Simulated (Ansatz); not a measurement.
# LiZnF3 (model cell, started as cubic perovskite with Zn in the octahedra): following an unstable mode

Aim: this structure of LiZnF3 (model cell, started as cubic perovskite with Zn in the octahedra) is to be tested for unstable modes, and one is followed downhill.

Method: DFT PBEsol, scalar-relativistic, plane waves, PAW; PAW set soft_1, in Ansatz 0.2.0.

Most raw output is cut from this account.

The structure was built from a prototype and need not be the compound's stable phase.

**1. Set-up**

Symmetry: Pm-3m, No. 221, cubic system. Conventional cell: a = 3.968 Å, b = 3.968 Å, c = 3.968 Å, α = 90.00°, β = 90.00°, γ = 90.00°. Nearest to Li lie 12 F at 2.81 Å. Nearest to Zn lie 6 F at 1.98 Å. F has 2 Zn at 1.98 Å nearest. Farther neighbours and most contacts between anions are not listed.

**2. The dispersion**

The cell comes from relaxations at this level that are not shown. Stability and thermal properties need the whole zone. Linear response on a 4×4×4 q mesh gives force constants as far as a supercell of that size would, and the tensors from the zone-centre run are typed in so that the long-range dipole term is interpolated apart.

input.yaml reads:

```yaml
crystal:
  lattice:
    - [3.9677040432, 0.0, 0.0]
    - [0.0, 3.9677040432, 0.0]
    - [0.0, 0.0, 3.9677040432]
  atoms:
    - { symbol: Li, position: [0.0, 0.0, 0.0] }
    - { symbol: Zn, position: [0.5, 0.5, 0.5] }
    - { symbol: F, position: [0.5, 0.5, 0.0] }
    - { symbol: F, position: [0.5, 0.0, 0.5] }
    - { symbol: F, position: [0.0, 0.5, 0.5] }
kpoints:
  mp_grid: { grid: [8, 8, 8] }
hamiltonian:
  xc: pbesol
  pseudopotentials: { kind: paw, azcp: { folder: soft_1 }, xc_functional: pbe }
scf:
  occupations: { method: fixed }
output:
  eigenvalues: true
phonons:
  method: dfpt
  qmesh: [4, 4, 4]
  temperatures: { t_max: 1000, t_step: 50 }
  qpath:
    path:
      - [[0.0, 0.0, 0.0], [0.0, 0.5, 0.0], [0.5, 0.5, 0.0], [0.0, 0.0, 0.0], [0.5, 0.5, 0.5], [0.0, 0.5, 0.0]]
      - [[0.5, 0.5, 0.5], [0.5, 0.5, 0.0]]
    npoints: 10
  non_analytic_term:
    high_frequency_dielectric_tensor: [[2.29, 0.0, 0.0], [0.0, 2.29, 0.0], [0.0, 0.0, 2.29]]
    born_effective_charges:
      - { species: Li, tensor: [[1.2076, 0.0, 0.0], [0.0, 1.2076, 0.0], [0.0, 0.0, 1.2076]] }
      - { species: Zn, tensor: [[2.2074, 0.0, 0.0], [0.0, 2.2074, 0.0], [0.0, 0.0, 2.2074]] }
      - { species: F, tensor: [[-0.8576, 0.0, 0.0], [0.0, -0.8576, 0.0], [0.0, 0.0, -1.6999]] }
      - { species: F, tensor: [[-0.8576, 0.0, 0.0], [0.0, -1.6999, 0.0], [0.0, 0.0, -0.8576]] }
      - { species: F, tensor: [[-1.6999, 0.0, 0.0], [0.0, -0.8576, 0.0], [0.0, 0.0, -0.8576]] }
    source: "zone-centre run at this cell"
```

Run with:

```console
$ ansatz run input.yaml --threads 4 --pin off --max-ram 16384MiB --backend cpu --events-out ev --progress --plain --runs-dir out
```

The job ended after 6.4 min (4 threads of Intel Xeon Platinum 8375C at 2.90GHz (Ice Lake), shared host; peak memory 2 GiB).

This step gave:

```yaml
gap_on_the_k_mesh: 3.080 eV
volume_per_atom: 12.49 Å³
sum_rule_residual_before_enforcement: 2.63e-4 eV/Å²
lowest_frequency_on_the_path: -231.1 cm⁻¹
point_group: m-3m
highest_frequency_on_the_path_or_at_a_solved_wavevector: 578.8 cm⁻¹
highest_optical_mode_at_the_zone_centre_no_lo_to_term: 489.0 cm⁻¹
lowest_optical_zone_centre_mode: -231.1 cm⁻¹
lowest_mode_on_the_q_mesh_acoustic_modes_at_gamma_apart: -231.1 cm⁻¹
```

Frequencies (cm⁻¹) solved at each irreducible wavevector; negative means imaginary. Frequencies by wavevector, by row:

```csv
q in reciprocal lattice units,star,mode 1,mode 2,mode 3,mode 4,mode 13,mode 14,mode 15
0 0 0,1,-231.1,-231.1,-231.1,-40.2,489,489,489
0 0 0.25,6,-223.7,-223.7,-45.5,-45.5,487.6,487.6,549
0 0 -0.5,3,-215.3,-215.3,-58.9,-58.9,486.1,486.1,520.2
0 0.25 0.25,12,-220.2,-214.8,-118.6,-103.2,433.4,486.2,559.9
0 0.25 -0.5,12,-212.6,-204,-158.3,-122.1,405.1,484.8,548.3
0 -0.5 -0.5,3,-208.1,-208.1,-189.2,-161.1,350.4,483.6,545.7
0.25 0.25 0.25,8,-219.1,-219.1,-123.9,-116.7,431.9,431.9,572.5
0.25 0.25 -0.5,12,-218.2,-201.1,-184.2,-134.4,391.1,430.3,568.9
0.25 -0.5 -0.5,6,-212.2,-212.2,-206.7,-161.5,350.1,412.8,571.6
-0.5 -0.5 -0.5,1,-220.2,-220.2,-220.2,-161.8,349.8,349.8,578.8
```

Interpolated from a 4×4×4 q mesh, with the LO-TO term (at Γ the limit along the path; where Γ stands inside the path, tables give the limit on arrival). Phonon branches along the path, in cm⁻¹:

```csv
point,branch 1,branch 2,branch 3,branch 4,branch 12,branch 13,branch 14,branch 15
Γ,-231,-231,-40,-40,239,489,489,571
halfway,-224,-224,-45,-45,255,488,488,549
X,-215,-215,-59,-59,291,486,486,520
halfway,-213,-204,-158,-122,300,405,485,548
M,-208,-208,-189,-161,310,350,484,546
halfway,-220,-215,-119,-103,270,433,486,560
Γ,-231,-231,-40,-40,239,489,489,571
halfway,-219,-219,-124,-117,280,432,432,572
R,-220,-220,-220,-162,264,350,350,579
halfway,-218,-201,-184,-134,296,391,430,569
X,-215,-215,-59,-59,291,486,486,520
jump to R,-220,-220,-220,-162,264,350,350,579
halfway,-212,-212,-207,-162,294,350,413,572
M,-208,-208,-189,-161,310,350,484,546
```

Symmetry leaves 10 wavevectors to solve. The lowest mode among them, the acoustic zeros apart, lies at Γ and is imaginary, 231.1i cm⁻¹, so the energy falls along it.

**3. The mode frozen in, largest atomic shift 0 Å**

The mode followed lies at q = (-0.5, -0.5, -0.5) with frequency 220.2i cm⁻¹ and is 3-fold degenerate, one of the unstable modes though not the softest. At small amplitude the distorted cell has space group no. 74 by a symmetry search on the positions. The undistorted cell that holds it gives the zero of energy on the same k mesh.

System of this step: LiZnF3 (model cell, started as cubic perovskite with Zn in the octahedra). It takes space group Pm-3m (No. 221, cubic). Conventional cell: a = 3.968 Å, b = 3.968 Å, c = 3.968 Å, α = 90.00°, β = 90.00°, γ = 90.00°. Li has 12 F at 2.81 Å nearest. Nearest to Zn lie 6 F at 1.98 Å. Nearest to F lie 2 Zn at 1.98 Å. Farther neighbours and most contacts between anions are not listed.

input.yaml reads:

```yaml
crystal:
  lattice:
    - [3.9677040432, 3.9677040432, 0.0]
    - [3.9677040432, 0.0, 3.9677040432]
    - [3.9677040432, 0.0, -3.9677040432]
  atoms:
    - { symbol: Li, position: [0.0, 0.0, 0.0] }
    - { symbol: Li, position: [0.0, 0.5, 0.5] }
    - { symbol: Zn, position: [0.5, 0.25, 0.75] }
    - { symbol: Zn, position: [0.5, 0.75, 0.25] }
    - { symbol: F, position: [0.5, 0.0, 0.0] }
    - { symbol: F, position: [0.5, 0.5, 0.5] }
    - { symbol: F, position: [0.0, 0.5, 0.0] }
    - { symbol: F, position: [0.0, 0.0, 0.5] }
    - { symbol: F, position: [0.5, 0.0, 0.5] }
    - { symbol: F, position: [0.5, 0.5, 0.0] }
kpoints:
  mp_grid: { grid: [6, 6, 6] }
hamiltonian:
  xc: pbesol
  pseudopotentials: { kind: paw, azcp: { folder: soft_1 }, xc_functional: pbe }
scf:
  occupations: { method: gaussian, width: 0.02 }
output:
  forces: true
  stress: true
  eigenvalues: true
```

The job ended after 1.6 s (4 threads; peak memory 0.54 GiB).

Numbers from this step:

| Quantity | Value |
| --- | --- |
| pressure | -0.006791 GPa |
| energy from the undistorted cell | 0 meV/atom |

At this level the gap is 3.08 eV on the k-mesh of the self-consistent run, which can miss the band edges.

**4. The mode frozen in, largest atomic shift 0.6 Å**

The atoms are moved along the unstable eigenvector, the largest shift by 0.6 Å, with the cell fixed.

input.yaml, the sections that differ from step 3:

```yaml
crystal:
  lattice:
    - [3.9677040432, 3.9677040432, 0.0]
    - [3.9677040432, 0.0, 3.9677040432]
    - [3.9677040432, 0.0, -3.9677040432]
  atoms:
    - { symbol: Li, position: [0.1069293637, -0.1069293637, 0.0] }
    - { symbol: Li, position: [-0.1069293637, 0.6069293637, 0.5] }
    - { symbol: Zn, position: [0.5, 0.25, 0.75] }
    - { symbol: Zn, position: [0.5, 0.75, 0.25] }
    - { symbol: F, position: [0.5, -0.0118512874, -0.0118512874] }
    - { symbol: F, position: [0.5, 0.5118512874, 0.5118512874] }
    - { symbol: F, position: [0.0, 0.5118512874, 0.0118512874] }
    - { symbol: F, position: [0.0, -0.0118512874, 0.4881487126] }
    - { symbol: F, position: [0.5237025749, -0.0237025749, 0.5] }
    - { symbol: F, position: [0.4762974251, 0.5237025749, 0.0] }
# kpoints, hamiltonian, scf, output: as in step 3
```

It took 3.9 s on 4 threads; peak memory 0.62 GiB; 15 s of CPU time.

Numbers from this step:

```yaml
pressure: 0.8477 GPa
gap_on_the_k_mesh: 3.299 eV
energy_from_the_undistorted_cell: -46.65 meV/atom
```

The energy, extrapolated to zero smearing, is -46.65 meV/atom against the undistorted cell.

The run ends at a pressure of 0.85 GPa, with forces up to 0.43 eV/Å.

**5. Energy along the mode, all amplitudes (two of the runs are shown above)**

An imaginary frequency means negative curvature, so the energy should fall and then rise again as anharmonic terms take over.

Numbers from this step:

* depth at the lowest point sampled: 46.65 meV/atom
* largest atomic shift at that point: 0.6 Å

Energy from the parent against largest atomic shift:

```csv
largest atomic shift (Å),energy from the parent (meV/atom)
0.000,0
0.040,-0.251
0.080,-1.00
0.140,-3.06
0.220,-7.46
0.320,-15.4
0.450,-29.0
0.600,-46.6
```

Displacement at unit largest shift by atom:

```
atom   x (Å)   y (Å)   z (Å)   size
 Li1   0.000   0.707  -0.707  1.000
 Li2   0.000  -0.707   0.707  1.000
 Zn3   0.000   0.000   0.000  0.000
 Zn4   0.000   0.000   0.000  0.000
  F5  -0.157   0.000   0.000  0.157
  F6   0.157   0.000   0.000  0.157
  F7   0.157   0.000   0.000  0.157
  F8  -0.157   0.000   0.000  0.157
  F9   0.000   0.157  -0.157  0.222
 F10   0.000  -0.157   0.157  0.222
```

The lowest of the steps tried is the last one, at 0.6 Å, 46.6 meV/atom below the parent; the bottom of the well need not coincide with a step.

**6. Relaxing from the distorted cell**

Starting from the lowest point found, all atoms and the cell are let go, so that strain and other modes of the same symmetry can join in.

Edit input.yaml of step 4 so:

```diff
@@ -22,3 +22,3 @@
 scf:
-  occupations: { method: gaussian, width: 0.02 }
+  occupations: { method: fixed }
 output:
@@ -27 +27,10 @@
   eigenvalues: true
+  write_density: true
+  write_potential: true
+  elf: true
+  volumetric_format: npy
+relax:
+  adjacent_minimum: "off"
+  f_tol: 0.002
+  max_steps: 120
+  cell: { stress_tol: 0.03 }
```

Run time: 1.9 min. Hardware: 4 threads; peak memory 0.68 GiB; 7.1 min of CPU time.

The steps of the relaxation:

```
step  energy less that of the first step (eV)  largest force component (eV/Å)  pressure (GPa)  volume (Å³)
   1                                   0.0000                          0.3029            0.85       124.92
   2                                  -0.1265                          0.3402            0.15       126.29
   3                                  -0.3729                          0.3911           -0.60       128.12
   4                                  -0.6231                          0.3987           -0.94       128.93
   5                                  -0.8125                          0.3227           -0.74       126.74
   6                                  -0.8935                          0.3458           -0.58       124.49
   7                                  -0.9924                          0.1421            0.97       119.16
   8                                  -1.0162                          0.0714            0.04       120.12
   9                                  -1.0471                          0.0454           -0.54       118.97
  10                                  -1.1136                          0.0899           -0.43       114.89
  11                                  -1.2220                          0.1350           -0.25       110.77
  12                                  -1.4053                          0.2188            0.65       106.55
  13                                  -1.3385                          0.6097            2.91       104.63
  14                                  -1.4588                          0.0966            0.04       107.70
  15                                  -1.4700                          0.0605           -0.45       107.62
  16                                  -1.4742                          0.0085            0.03       107.30
  17                                  -1.4743                          0.0007            0.02       107.31
 18*                                  -1.4515                          0.0018           -0.37       107.31
  19                                  -1.4530                          0.0055           -0.07       106.98
  20                                  -1.4533                          0.0013            0.00       106.89
 21*                                  -1.4519                          0.0012           -0.02       106.89
```

Relaxation steps marked * repeat the geometry before them on a plane-wave basis chosen anew for their cell, so energy and pressure can jump there. Relaxation step 13 was tried and not accepted.

The run keeps the 8 symmetry operations that it works with, so distortions that break them were not tested.

| conventional cell, symmetrised | before | after | change |
| --- | --- | --- | --- |
| a (Å) | 5.611 | 5.542 | -1.2 % |
| b (Å) | 7.935 | 7.650 | -3.6 % |
| c (Å) | 5.611 | 5.042 | -10.1 % |
| volume (Å³/atom) | 12.49 | 10.69 | -14.4 % |

The atoms that moved most (Å, as changes of fractional coordinates times the final cell):

```csv
atom,dx,dy,dz,length
F10,0.000,0.721,-0.721,1.019
F9,0.000,-0.721,0.721,1.019
F8,-0.576,0.000,0.000,0.576
F5,-0.576,0.000,0.000,0.576
F7,0.576,0.000,0.000,0.576
F6,0.576,0.000,0.000,0.576
Li2,0.000,0.191,-0.191,0.271
Li1,0.000,-0.191,0.191,0.271
```

Numbers from this step:

```
pressure          : -0.01918 GPa
gap on the k-mesh : 3.923 eV
volume per atom   : 10.69 Å³
```

ELF in the bc plane of the conventional cell at fractional x = 0.000, with atoms of Li and Zn and F within 0.2 Å of it. It is the smooth field of the valence electrons, not physical close to the nuclei.

Ten even steps from '0' (0.00) to '9' (0.97), each cell a mean:
```
000179700000000110000
000036300000013443100
000000000000037887300
000000000000147667410
010000000101137677311
001011101000025775100
001256521000012442100
001477741000100000010
112675762111000000001
002677762000000000000
001467641000000110000
000112110000002882000
000035300000003993000
```
Columns run along b (7.7 Å), rows up along c (5.0 Å), edges of the conventional cell, whose origin can differ from the input's. Atoms in or near the plane, at fractional coordinates: Li at (0.75, 0.05), Li at (0.25, 0.95), Zn at (0.50, 0.50), Zn at (0.00, 0.50), F at (0.25, 0.32), F at (0.75, 0.68).

Electrostatic potential energy in the bc plane of the conventional cell at fractional x = 0.000, with atoms of Li and Zn and F within 0.2 Å of it. With pseudopotentials it is smooth inside the atoms' cores, unlike the true potential.

Values in eV, 7 rows by 16 columns, each cell a mean:
```
  9   8   1 -21 -27  -5   7   9   9   8   6  -1  -3   4   8   9
  6   7   6   3   2   6   7   7   6   8   6 -16 -22   0   8   7
-30 -10   5   8   8   7  -2 -25 -30  -9   1 -27 -33  -7  -2 -25
-55 -30   3   2   0   5 -15 -51 -55 -30   3   7   7   6 -15 -51
-17  -2   1 -32 -38 -10   2 -13 -17  -3   6   8   8   7   2 -13
  8   8   7  -7 -12   4   8   8   8   8   6  -1  -3   4   7   8
  9   8   4  -7 -10   1   7   9   9   8   1 -23 -29  -6   6   9
```
Columns run along b (7.7 Å; values clipped at the 3rd and 97th percentile), rows up along c (5.0 Å), edges of the conventional cell, whose origin can differ from the input's. Atoms in or near the plane, at fractional coordinates: Li at (0.75, 0.05), Li at (0.25, 0.95), Zn at (0.50, 0.50), Zn at (0.00, 0.50), F at (0.25, 0.32), F at (0.75, 0.68).

Valence density in the bc plane of the conventional cell at fractional x = 0.000, with atoms of Li and Zn and F within 0.2 Å of it. It is the smooth field of the valence electrons, not physical close to the nuclei.

Ten steps, logarithmic in the rise over the least value, from '_' (0 e/Å³) to '@' (32 e/Å³), each cell a mean:
```
________++##++________________::::________
________--==::________________....________
__________________________..::====::______
..__________________..____..==####==..____
--::..__________..::----..::==####==....--
%%++..__________::++%%##--..::====::..--##
@@**::..::::::..::**@@%%==............==%%
**--..::==**==::..==**++::____________::++
::....--**##**--....::....____________....
______::++**++::__________________________
______..::--::..______________....________
__________..________________::++++::______
________--==--______________::****::______
```
Columns run along b (7.7 Å), rows up along c (5.0 Å), edges of the conventional cell, whose origin can differ from the input's. Atoms in or near the plane, at fractional coordinates: Li at (0.75, 0.05), Li at (0.25, 0.95), Zn at (0.50, 0.50), Zn at (0.00, 0.50), F at (0.25, 0.32), F at (0.75, 0.68).

The distorted start has space group Imma; the relaxation ends in Imma.

**7. The new phase in its own primitive cell**

The relaxed structure is symmetrised, reduced to its primitive cell and relaxed tightly, as its phonons need.

input.yaml reads:

```yaml
crystal:
  lattice:
    - [-2.7709020676, 3.8250431133, 2.5211737593]
    - [2.7709020676, -3.8250431133, 2.5211737593]
    - [2.7709020676, 3.8250431133, -2.5211737593]
  atoms:
    - { symbol: Li, position: [0.8032309406, 0.0532309406, 0.75] }
    - { symbol: Li, position: [0.1967690594, 0.9467690594, 0.25] }
    - { symbol: Zn, position: [0.0, 0.5, 0.5] }
    - { symbol: Zn, position: [0.5, 0.5, 0.0] }
    - { symbol: F, position: [0.1628370225, 0.5, 0.1628370225] }
    - { symbol: F, position: [0.8371629775, 0.5, 0.8371629775] }
    - { symbol: F, position: [0.8371629775, 0.0, 0.3371629775] }
    - { symbol: F, position: [0.1628370225, 0.0, 0.6628370225] }
    - { symbol: F, position: [0.5715507419, 0.3215507419, 0.25] }
    - { symbol: F, position: [0.4284492581, 0.6784492581, 0.75] }
kpoints:
  mp_grid: { grid: [6, 6, 6] }
hamiltonian:
  xc: pbesol
  pseudopotentials: { kind: paw, azcp: { folder: soft_1 }, xc_functional: pbe }
scf:
  occupations: { method: fixed }
output:
  forces: true
  stress: true
  eigenvalues: true
relax:
  adjacent_minimum: "off"
  f_tol: 0.001
  max_steps: 60
  cell: { stress_tol: 0.01 }
```

Elapsed: 12 s, on 4 threads; peak memory 0.62 GiB.

Little changed from the start: no atom moved by 0.005 Å and no cell edge by 0.1 %.

Numbers from this step:

* pressure: -0.001207 GPa
* direct gap on mesh: 3.923 eV

The largest force component left is 0.33 meV/Å and the pressure is -0.001 GPa, within the tolerances set. The cell now holds 10.69 Å³/atom.

(Continued in part 2 of 2.)

[Logs are printed without paths, hosts, clocks, repeated set-up lines and the standing remarks that a program may print on its own settings, such as how far it seeks lower states.]

[Hosts, paths, dates, database ids (printed as entryN), source tags and the programs' standing remarks are cut or masked in the printed files.]
